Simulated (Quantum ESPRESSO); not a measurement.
**BP (F-43m): a volume series of phonon spectra**

Aim: how the vibrations of BP shift with volume, and the expansion that follows.

Measurements to reproduce:
- volume expansion coefficient 9.6 1e-6/K near room temperature (given in “Thermal expansion coefficients of high thermal conducting BAs and BP materials (three times its linear coefficient)”, 2019, arxiv:1906.04101)

Main program and level: Quantum ESPRESSO 7.5; DFT PBE+D3(BJ), scalar-relativistic, plane waves, GBRV ultrasoft pseudopotentials.

## Step 1: The starting structure

The structure is cubic, space group F-43m (No. 216). Conventional cell: a = 4.538 Å, b = 4.538 Å, c = 4.538 Å, α = 90.00°, β = 90.00°, γ = 90.00°. Nearest to B lie 4 P at 1.97 Å. Nearest to P lie 4 B at 1.97 Å. Farther neighbours are not listed.

## Step 2: Probe on a coarse mesh

A cheap single point shows whether the cell is a metal or an insulator and how far it is from rest; that sets the k-mesh and the occupations of what follows.

File probe.in:

```
 &control
    calculation='scf',
    prefix='x',
    outdir='./tmp',
    pseudo_dir='./pseudo',
    tprnfor=.true.,
    tstress=.true.,
    verbosity='high',
 /
 &system
    ibrav=0,
    nat=2,
    ntyp=2,
    ecutwfc=40.0,
    ecutrho=240.0,
    occupations='smearing',
    smearing='gaussian',
    degauss=0.01,
    vdw_corr='grimme-d3',
    dftd3_version=4,
    dftd3_threebody=.false.,
 /
 &electrons
    conv_thr=1.0d-07,
    mixing_beta=0.7,
    electron_maxstep=100,
 /
ATOMIC_SPECIES
 B      10.8100  B.upf
 P      30.9738  P.upf
CELL_PARAMETERS angstrom
     0.000000000    2.269000000    2.269000000
     2.269000000    0.000000000    2.269000000
     2.269000000    2.269000000    0.000000000
ATOMIC_POSITIONS crystal
 B      0.000000000   0.000000000   0.000000000
 P      0.250000000   0.250000000   0.250000000
K_POINTS automatic
 6 6 6 0 0 0
```

Run with:

```console
$ OMP_NUM_THREADS=1 mpirun -n 8 pw.x -nk 8 -in probe.in > probe.out
```

The log of the run:

```text
Program PWSCF v.7.5

     This program is part of the open-source Quantum ESPRESSO suite
     for quantum simulation of materials; please cite
         "P. Giannozzi et al., J. Phys.:Condens. Matter 21 395502 (2009);
         "P. Giannozzi et al., J. Phys.:Condens. Matter 29 465901 (2017);
         "P. Giannozzi et al., J. Chem. Phys. 152 154105 (2020);
     in publications or presentations arising from this work. More details at

     Message from routine setup:
     using ibrav=0 with symmetry is DISCOURAGED, use correct ibrav instead

     G-vector sticks info
     --------------------
     sticks:   dense  smooth     PW     G-vecs:    dense   smooth      PW
     Sum         595     409    127                 9841     5329     965

     Using Slab Decomposition

     bravais-lattice index     =            0
     lattice parameter (alat)  =       6.0638  a.u.
     unit-cell volume          =     157.6631 (a.u.)^3
     number of atoms/cell      =            2
     number of atomic types    =            2
     number of electrons       =         8.00
     number of Kohn-Sham states=            8
     kinetic-energy cutoff     =      40.0000  Ry
     charge density cutoff     =     240.0000  Ry
     scf convergence threshold =      1.0E-07
     mixing beta               =       0.7000
     number of iterations used =            8  plain     mixing
     Exchange-correlation=  SLA  PW   PBX  PBC
                           (   1   4   3   4   0   0   0)

     celldm(1)=   6.063849  celldm(2)=   0.000000  celldm(3)=   0.000000
     celldm(4)=   0.000000  celldm(5)=   0.000000  celldm(6)=   0.000000

     crystal axes: (cart. coord. in units of alat)
               a(1) = (   0.000000   0.707107   0.707107 )
               a(2) = (   0.707107   0.000000   0.707107 )
               a(3) = (   0.707107   0.707107   0.000000 )

     reciprocal axes: (cart. coord. in units 2 pi/alat)
               b(1) = ( -0.707107  0.707107  0.707107 )
               b(2) = (  0.707107 -0.707107  0.707107 )
               b(3) = (  0.707107  0.707107 -0.707107 )

     PseudoPot. # 1 for B  read from file:
     ./pseudo/B.upf
     Pseudo is Ultrasoft + core correction, Zval =  3.0
     Using radial grid of  781 points,  4 beta functions with:
                l(1) =   0
                l(2) =   0
                l(3) =   1
                l(4) =   1
     Q(r) pseudized with  8 coefficients,  rinner =    1.100   1.100   1.100

     PseudoPot. # 2 for P  read from file:
     ./pseudo/P.upf
     Pseudo is Ultrasoft + core correction, Zval =  5.0
     Using radial grid of  903 points,  6 beta functions with:
                l(1) =   0
                l(2) =   0
                l(3) =   1
                l(4) =   1
                l(5) =   2
                l(6) =   2
     Q(r) pseudized with  8 coefficients,  rinner =    1.300   1.300   1.300
                                                       1.300   1.300

     atomic species   valence    mass     pseudopotential
     B                 3.00    10.81000     B ( 1.00)
     P                 5.00    30.97380     P ( 1.00)

     24 Sym. Ops. (no inversion) found

                                    s                        frac. trans.

      isym =  1     identity

 cryst.   s( 1) = (     1          0          0      )
                  (     0          1          0      )
                  (     0          0          1      )

 cart.    s( 1) = (  1.0000000 -0.0000000  0.0000000 )
                  ( -0.0000000  1.0000000  0.0000000 )
                  ( -0.0000000  0.0000000  1.0000000 )

      isym =  2     180 deg rotation - cart. axis [0,0,1]

 cryst.   s( 2) = (     0          1         -1      )
                  (     1          0         -1      )
                  (     0          0         -1      )

 cart.    s( 2) = ( -1.0000000  0.0000000  0.0000000 )
                  (  0.0000000 -1.0000000  0.0000000 )
                  (  0.0000000 -0.0000000  1.0000000 )

      isym =  3     180 deg rotation - cart. axis [0,1,0]

 cryst.   s( 3) = (     0         -1          1      )
                  (     0         -1          0      )
                  (     1         -1          0      )

 cart.    s( 3) = ( -1.0000000 -0.0000000 -0.0000000 )
                  (  0.0000000  1.0000000 -0.0000000 )
                  (  0.0000000  0.0000000 -1.0000000 )

      isym =  4     180 deg rotation - cart. axis [1,0,0]

 cryst.   s( 4) = (    -1          0          0      )
                  (    -1          0          1      )
                  (    -1          1          0      )

 cart.    s( 4) = (  1.0000000  0.0000000 -0.0000000 )
                  ( -0.0000000 -1.0000000 -0.0000000 )
                  ( -0.0000000 -0.0000000 -1.0000000 )

      isym =  5     120 deg rotation - cart. axis [-1,-1,-1]

 cryst.   s( 5) = (     0          0          1      )
[...]
cart.    s( 5) = (  0.0000000  1.0000000 -0.0000000 )
[...]
isym =  6     120 deg rotation - cart. axis [-1,1,1]

 cryst.   s( 6) = (     1         -1          0      )
[...]
cart.    s( 6) = ( -0.0000000 -1.0000000 -0.0000000 )
[...]
isym =  7     120 deg rotation - cart. axis [1,1,-1]

 cryst.   s( 7) = (    -1          1          0      )
[...]
cart.    s( 7) = ( -0.0000000  1.0000000  0.0000000 )
[...]
isym =  8     120 deg rotation - cart. axis [1,-1,1]

 cryst.   s( 8) = (     0          0         -1      )
[...]
cart.    s( 8) = (  0.0000000 -1.0000000  0.0000000 )
[...]
isym =  9     120 deg rotation - cart. axis [1,1,1]

 cryst.   s( 9) = (     0          1          0      )
[...]
cart.    s( 9) = ( -0.0000000  0.0000000  1.0000000 )
[...]
isym = 10     120 deg rotation - cart. axis [-1,1,-1]

 cryst.   s(10) = (    -1          0          1      )
[...]
cart.    s(10) = (  0.0000000 -0.0000000  1.0000000 )
[...]
isym = 11     120 deg rotation - cart. axis [1,-1,-1]

 cryst.   s(11) = (     1          0         -1      )
[...]
cart.    s(11) = (  0.0000000  0.0000000 -1.0000000 )
[...]
isym = 12     120 deg rotation - cart. axis [-1,-1,1]

 cryst.   s(12) = (     0         -1          0      )
[...]
cart.    s(12) = ( -0.0000000 -0.0000000 -1.0000000 )
[...]
isym = 13     inv. 180 deg rotation - cart. axis [1,1,0]

[...]
1.0000   1.0000   1.0000   1.0000   0.0000   0.0000   0.0000   0.0000

          k = 0.2357 0.2357-0.2357 (   658 PWs)   bands (ev):

    -4.3191   2.4949   7.7537   7.7537  13.1235  14.0789  14.0789  19.3351

     occupation numbers
     1.0000   1.0000   1.0000   1.0000   0.0000   0.0000   0.0000   0.0000

          k =-0.3536-0.3536 0.3536 (   652 PWs)   bands (ev):

    -2.9103   0.1927   7.4643   7.4643  13.0071  13.9335  13.9335  19.3548

     occupation numbers
     1.0000   1.0000   1.0000   1.0000   0.0000   0.0000   0.0000   0.0000

          k = 0.2357 0.0000-0.0000 (   673 PWs)   bands (ev):

    -5.5687   7.2870   7.4908   7.4908  11.6680  15.0786  15.0786  16.1196

     occupation numbers
     1.0000   1.0000   1.0000   1.0000   0.0000   0.0000   0.0000   0.0000

          k = 0.3536 0.1179-0.1179 (   675 PWs)   bands (ev):

    -4.4456   3.9084   6.6938   6.6971  12.1691  15.4323  15.8413  16.1535

     occupation numbers
     1.0000   1.0000   1.0000   1.0000   0.0000   0.0000   0.0000   0.0000

          k =-0.2357-0.4714 0.4714 (   678 PWs)   bands (ev):

    -2.7582   0.8881   5.6418   6.6454  12.5177  15.5775  15.6664  18.1554

     occupation numbers
     1.0000   1.0000   1.0000   1.0000   0.0000   0.0000   0.0000   0.0000

          k =-0.1179-0.3536 0.3536 (   672 PWs)   bands (ev):

    -3.3078   1.7304   5.1940   7.3290  13.1719  15.0277  15.5188  19.0865

     occupation numbers
     1.0000   1.0000   1.0000   1.0000   0.0000   0.0000   0.0000   0.0000

          k = 0.0000-0.2357 0.2357 (   662 PWs)   bands (ev):

[...]
occupation numbers
[...]
k = 0.4714 0.0000-0.0000 (   680 PWs)   bands (ev):

[...]
occupation numbers
[...]
k =-0.1179-0.5893 0.5893 (   674 PWs)   bands (ev):

[...]
occupation numbers
[...]
k =-0.0000-0.4714 0.4714 (   680 PWs)   bands (ev):

[...]
occupation numbers
[...]
k =-0.7071 0.0000 0.0000 (   692 PWs)   bands (ev):

    -1.3826   0.6470   5.1079   5.1079  10.5653  10.8843  21.3053  21.3053

     occupation numbers
     1.0000   1.0000   1.0000   1.0000   0.0000   0.0000   0.0000   0.0000

          k =-0.2357-0.4714 0.7071 (   670 PWs)   bands (ev):

    -3.0969   2.7003   4.2196   5.9601  13.2291  14.7586  15.6923  18.7156

     occupation numbers
     1.0000   1.0000   1.0000   1.0000   0.0000   0.0000   0.0000   0.0000

          k =-0.1179-0.3536 0.5893 (   682 PWs)   bands (ev):

    -1.7956   1.1118   3.7247   5.2492  13.7315  14.9273  17.8204  18.3723

     occupation numbers
     1.0000   1.0000   1.0000   1.0000   0.0000   0.0000   0.0000   0.0000

          k =-0.7071 0.2357 0.0000 (   682 PWs)   bands (ev):

    -1.1837   1.0072   3.9241   4.0476  13.0558  13.6704  18.3291  18.9895

     occupation numbers
     1.0000   1.0000   1.0000   1.0000   0.0000   0.0000   0.0000   0.0000

     the Fermi energy is     9.9001 ev

!    total energy              =     -22.01974596 Ry
     estimated scf accuracy    <       0.00000001 Ry
     smearing contrib. (-TS)   =      -0.00000000 Ry
     internal energy E=F+TS    =     -22.01974596 Ry

     The total energy is F=E-TS. E is the sum of the following terms:
     one-electron contribution =       6.73553496 Ry
     hartree contribution      =       1.27048193 Ry
     xc contribution           =      -8.99497994 Ry
     ewald contribution        =     -20.98323955 Ry
     DFT-D3 Dispersion         =      -0.04754336 Ry

     convergence has been achieved in   6 iterations

     Forces acting on atoms (cartesian axes, Ry/au):

     atom    1 type  1   force =     0.00000000   -0.00000000   -0.00000000
     atom    2 type  2   force =    -0.00000000    0.00000000    0.00000000
     The non-local contrib.  to forces
     atom    1 type  1   force =     0.00000000    0.00000000    0.00000000
     atom    2 type  2   force =     0.00000000    0.00000000    0.00000000
     The ionic contribution  to forces
     atom    1 type  1   force =    -0.00000000    0.00000000    0.00000000
     atom    2 type  2   force =    -0.00000000    0.00000000   -0.00000000
     The local contribution  to forces
     atom    1 type  1   force =    -0.00000000   -0.00000000    0.00000000
     atom    2 type  2   force =     0.00000000    0.00000000    0.00000000
     The core correction contribution to forces
     atom    1 type  1   force =     0.00000000    0.00000000   -0.00000000
     atom    2 type  2   force =    -0.00000000   -0.00000000    0.00000000
     The Hubbard contrib.    to forces
     atom    1 type  1   force =     0.00000000    0.00000000    0.00000000
     atom    2 type  2   force =     0.00000000    0.00000000    0.00000000
     The SCF correction term to forces
     atom    1 type  1   force =    -0.00000000    0.00000000    0.00000000
     atom    2 type  2   force =     0.00000000   -0.00000000   -0.00000000

     DFT-D3 dispersion contribution to forces:
     atom    1 type  1   force =    -0.00000000    0.00000000   -0.00000000
     atom    2 type  2   force =     0.00000000   -0.00000000    0.00000000

     Total force =     0.000000     Total SCF correction =     0.000000

     DFT-D3 dispersion Force =     0.000000

     Computing stress (Cartesian axis) and pressure

          total   stress  (Ry/bohr**3)                   (kbar)     P=      -33.95
  -0.00023077  -0.00000000  -0.00000000          -33.95       -0.00       -0.00
  -0.00000000  -0.00023077  -0.00000000           -0.00      -33.95       -0.00
   0.00000000  -0.00000000  -0.00023077            0.00       -0.00      -33.95

     kinetic stress (kbar)   5521.15     -0.00     -0.00
                               -0.00   5521.15     -0.00
                               -0.00     -0.00   5521.15

     local   stress (kbar)   -725.57     -0.00      0.00
                               -0.00   -725.57      0.00
                                0.00      0.00   -725.57

     nonloc. stress (kbar)   3245.85     -0.00     -0.00
                               -0.00   3245.85     -0.00
                               -0.00     -0.00   3245.85

     hartree stress (kbar)    395.13      0.00     -0.00
                                0.00    395.13     -0.00
                               -0.00     -0.00    395.13

     exc-cor stress (kbar)   1138.61     -0.00      0.00
                               -0.00   1138.61      0.00
                                0.00      0.00   1138.61

     corecor stress (kbar)  -3038.62      0.00      0.00
                                0.00  -3038.62     -0.00
                                0.00     -0.00  -3038.62

     ewald   stress (kbar)  -6526.03      0.00      0.00
                                0.00  -6526.03      0.00
                                0.00      0.00  -6526.03

     hubbard stress (kbar)      0.00      0.00      0.00
                                0.00      0.00      0.00
                                0.00      0.00      0.00

     DFT-D   stress (kbar)    -44.48     -0.00     -0.00
[...]
XDM     stress (kbar)      0.00      0.00      0.00
[...]
dft-nl  stress (kbar)      0.00      0.00      0.00
                                0.00      0.00      0.00
                                0.00      0.00      0.00

     TS-vdW  stress (kbar)      0.00      0.00      0.00
                                0.00      0.00      0.00
                                0.00      0.00      0.00

     MDB     stress (kbar)      0.00      0.00      0.00
                                0.00      0.00      0.00
                                0.00      0.00      0.00

     3D-RISM stress (kbar)      0.00      0.00      0.00
                                0.00      0.00      0.00
                                0.00      0.00      0.00

     Writing all to output data dir ./tmp/x.save/ :
     XML data file, charge density, pseudopotentials, collected wavefunctions

   JOB DONE.
```

Run time: 1.2 s. Hardware: 8 MPI ranks of Arm Neoverse V2, shared host.

A gap read on the k-mesh alone can miss the band edges.

Numbers from this step:

- volume per atom: 11.68 Å³
- pressure: -3.395 GPa
- gap on the k-mesh: 1.345 eV

The start is under -3.4 GPa at this level and looks like an insulator or semiconductor on this mesh.

(Part 1 of 9 ends here.)

[Logs are printed without paths, hosts, clocks, repeated set-up lines and the standing remarks that a program may print on its own settings, such as how far it seeks lower states.]

[Hosts, paths, dates, database ids (printed as entryN), source tags and the programs' standing remarks are cut or masked in the printed files.]

[A step with changed settings may run another functional than the one named; its input shows which.]

[Of the runs on displaced cells, only some may be shown.]
